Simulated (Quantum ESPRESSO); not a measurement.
**NaF (Villiaumite): the optical phonon under strain**

How far does biaxial strain in the (001) plane shift the zone-centre optical mode of NaF (Villiaumite)?

Program: Quantum ESPRESSO 7.5. Level of theory: DFT LDA, scalar-relativistic, plane waves, PseudoDojo norm-conserving pseudopotentials. Results are calculated unless marked as measured.

## (1) The relaxed structure

The structure is cubic, space group Fm-3m (No. 225). The conventional cell has a = 4.502 Å, b = 4.502 Å, c = 4.502 Å, α = 90.00°, β = 90.00°, γ = 90.00°. Na has 6 F at 2.25 Å nearest. Nearest to F lie 6 Na at 2.25 Å. Farther neighbours and most contacts between anions are not listed.

Coordinates:

```xyz
2
Lattice="-2.2511 0.0000 2.2511 0.0000 2.2511 2.2511 -2.2511 2.2511 0.0000" Properties=species:S:1:pos:R:3 pbc="T T T"
Na    0.0000    0.0000    0.0000
F    -2.2511    2.2511    2.2511
```

This is the cell after its relaxation at this level of theory, not the database cell from which that began.

## (2) Uniaxial strain

The relaxed cell is stretched along z alone. This keeps all atoms on sites fixed by symmetry and splits the threefold mode into a singlet, polarised along z, and a doublet. The macroscopic field is left out, so these are transverse modes. Cutoff 97 Ry, k mesh 8×8×8.

From the response at ε_zz = 0.01:

The program printed:

```text
[banners, grids, parts of the stress and lines that vanish by symmetry left out]
Program PHONON v.7.5
     Reading xml data from directory:

[...]
Exchange-correlation= PW
                           (   1   4   0   0   0   0   0)
[...]
kinetic-energy cut-off    =      97.0000  Ry
     charge density cut-off    =     388.0000  Ry
     convergence threshold     =      1.0E-18
[...]
Exchange-correlation= PW
                           (   1   4   0   0   0   0   0)
[...]
q = (   0.0000000   0.0000000   0.0000000 )
     17 Sym.Ops. (with q -> -q+G )
     G cutoff =  359.2660  (  19987 G-vectors)     FFT grid: ( 40, 40, 40)
     number of k points=    59
[...]
Mode symmetry, D_4h(4/mmm) point group:
[...]
Representation #   1 mode #   1
[...]
End of self-consistent calculation
     Convergence has been achieved
     Representation #   2 mode #   2
[...]
End of self-consistent calculation
     Convergence has been achieved
     Representation #   3 modes #   3   4
[...]
End of self-consistent calculation
     Convergence has been achieved
     Representation #   4 modes #   5   6
[...]
End of self-consistent calculation
     Convergence has been achieved
[...]
q = (    0.000000000   0.000000000   0.000000000 )
[...]
freq (    1) =       0.105294 [THz] =       3.512230 [cm-1]
     freq (    2) =       0.107123 [THz] =       3.573233 [cm-1]
     freq (    3) =       0.107123 [THz] =       3.573233 [cm-1]
     freq (    4) =       7.622185 [THz] =     254.248735 [cm-1]
     freq (    5) =       8.317606 [THz] =     277.445481 [cm-1]
     freq (    6) =       8.317606 [THz] =     277.445481 [cm-1]
[...]
Mode symmetry, D_4h(4/mmm) point group:
     freq (   1-   1) =          3.5  [cm-1]   --> A_2u X_4' M_4'  I
     freq (   2-   3) =          3.6  [cm-1]   --> E_u  X_5' M_5'  I
     freq (   4-   4) =        254.2  [cm-1]   --> A_2u X_4' M_4'  I
     freq (   5-   6) =        277.4  [cm-1]   --> E_u  X_5' M_5'  I

   JOB DONE.
```

| ε_zz | singlet (cm⁻¹) | doublet (cm⁻¹) | σ_zz (GPa) | σ_xx (GPa) |
| --- | --- | --- | --- | --- |
| -0.01 | 298.67 | 274.42 | -1.427 | -0.247 |
| -0.005 | 287.27 | 275.28 | -0.686 | -0.119 |
| 0 | 276.08 | 276.08 | 0.007 | 0.007 |
| 0.005 | 265.07 | 276.79 | 0.656 | 0.131 |
| 0.01 | 254.25 | 277.45 | 1.261 | 0.252 |

Stress is counted positive in tension.

## (3) The fit

To first order ω² − ω₀² = p ε_zz + q (ε_xx + ε_yy) for the mode along z, and likewise for x and y. With ε_zz alone the singlet gives p and the doublet q.

The linear terms of parabolas through ω² are p = -16.11 ω₀² and q = 1.10 ω₀², with ω₀ = 276.1 cm⁻¹. Those of the stresses are C11 = 134 GPa and C12 = 25 GPa. Under hydrostatic strain p and q imply γ = −(p + 2q)/(6 ω₀²) = 2.32.

A layer held to an in-plane strain ε and free along z takes ε_zz = −2 (C12/C11) ε = -0.372 ε. To first order the singlet then shifts by (q − p C12/C11) ε / ω₀ = 1129 ε cm⁻¹. For ε = 0.006, ε_zz = -0.00223, the formulas for ω² predict 282.77 cm⁻¹ for the singlet and 263.00 cm⁻¹ for the doublet.

## (4) A biaxially strained cell

This run was no part of the fit.

The program printed:

```text
[banners, grids, parts of the stress and lines that vanish by symmetry left out]
[banner, memory and clock lines left out]
Program PHONON v.7.5

[...]
Exchange-correlation= PW
                           (   1   4   0   0   0   0   0)
[...]
kinetic-energy cut-off    =      97.0000  Ry
     charge density cut-off    =     388.0000  Ry
     convergence threshold     =      1.0E-18
[...]
Exchange-correlation= PW
                           (   1   4   0   0   0   0   0)
[...]
q = (   0.0000000   0.0000000   0.0000000 )
     17 Sym.Ops. (with q -> -q+G )
     G cutoff =  357.0396  (  20011 G-vectors)     FFT grid: ( 40, 40, 40)
     number of k points=    59
[...]
Mode symmetry, D_4h(4/mmm) point group:
[...]
Representation #   1 mode #   1
[...]
End of self-consistent calculation
     Convergence has been achieved
     Representation #   2 mode #   2
[...]
End of self-consistent calculation
     Convergence has been achieved
     Representation #   3 modes #   3   4
[...]
End of self-consistent calculation
     Convergence has been achieved
     Representation #   4 modes #   5   6
[...]
End of self-consistent calculation
     Convergence has been achieved
[...]
q = (    0.000000000   0.000000000   0.000000000 )
[...]
freq (    1) =       0.106686 [THz] =       3.558675 [cm-1]
     freq (    2) =       0.108348 [THz] =       3.614114 [cm-1]
     freq (    3) =       0.108348 [THz] =       3.614114 [cm-1]
     freq (    4) =       7.897211 [THz] =     263.422614 [cm-1]
     freq (    5) =       7.897211 [THz] =     263.422614 [cm-1]
     freq (    6) =       8.476013 [THz] =     282.729346 [cm-1]
[...]
Mode symmetry, D_4h(4/mmm) point group:
     freq (   1-   1) =          3.6  [cm-1]   --> A_2u X_4' M_4'  I
     freq (   2-   3) =          3.6  [cm-1]   --> E_u  X_5' M_5'  I
     freq (   4-   5) =        263.4  [cm-1]   --> E_u  X_5' M_5'  I
     freq (   6-   6) =        282.7  [cm-1]   --> A_2u X_4' M_4'  I
```

| mode | predicted (cm⁻¹) | run (cm⁻¹) |
| --- | --- | --- |
| singlet | 282.77 | 282.73 |
| doublet | 263.00 | 263.42 |

The stress along z is 0.004 GPa and that in the plane 0.868 GPa; the unstrained cell carries 0.007 GPa.

## (5) What came out

```yaml
p_in_units_of_the_squared_frequency: -16.11
q_same_units: 1.096
shift_of_the_singlet_per_unit_of_biaxial_strain: 1129 cm⁻¹
c11_and_c12: 134 and 25 GPa
```

What this shows: To first order, one per cent of tensile biaxial strain moves the singlet of NaF (Villiaumite) by 11.3 cm⁻¹ and the doublet by -21.3 cm⁻¹; the formulas miss the test run by up to 0.42 cm⁻¹. In the rock-salt structure this mode is infrared active and has no first-order Raman line. The third potential, r, needs shear strain, which was not run. These are harmonic values at zero temperature.

[Host names and launcher messages were left out of these logs when they were recorded.]

[Logs are printed without paths, hosts, clocks, repeated set-up lines and the standing remarks that a program may print on its own settings, such as how far it seeks lower states.]

[Hosts, paths, dates, database ids (printed as entryN), source tags and the programs' standing remarks are cut or masked in the printed files.]
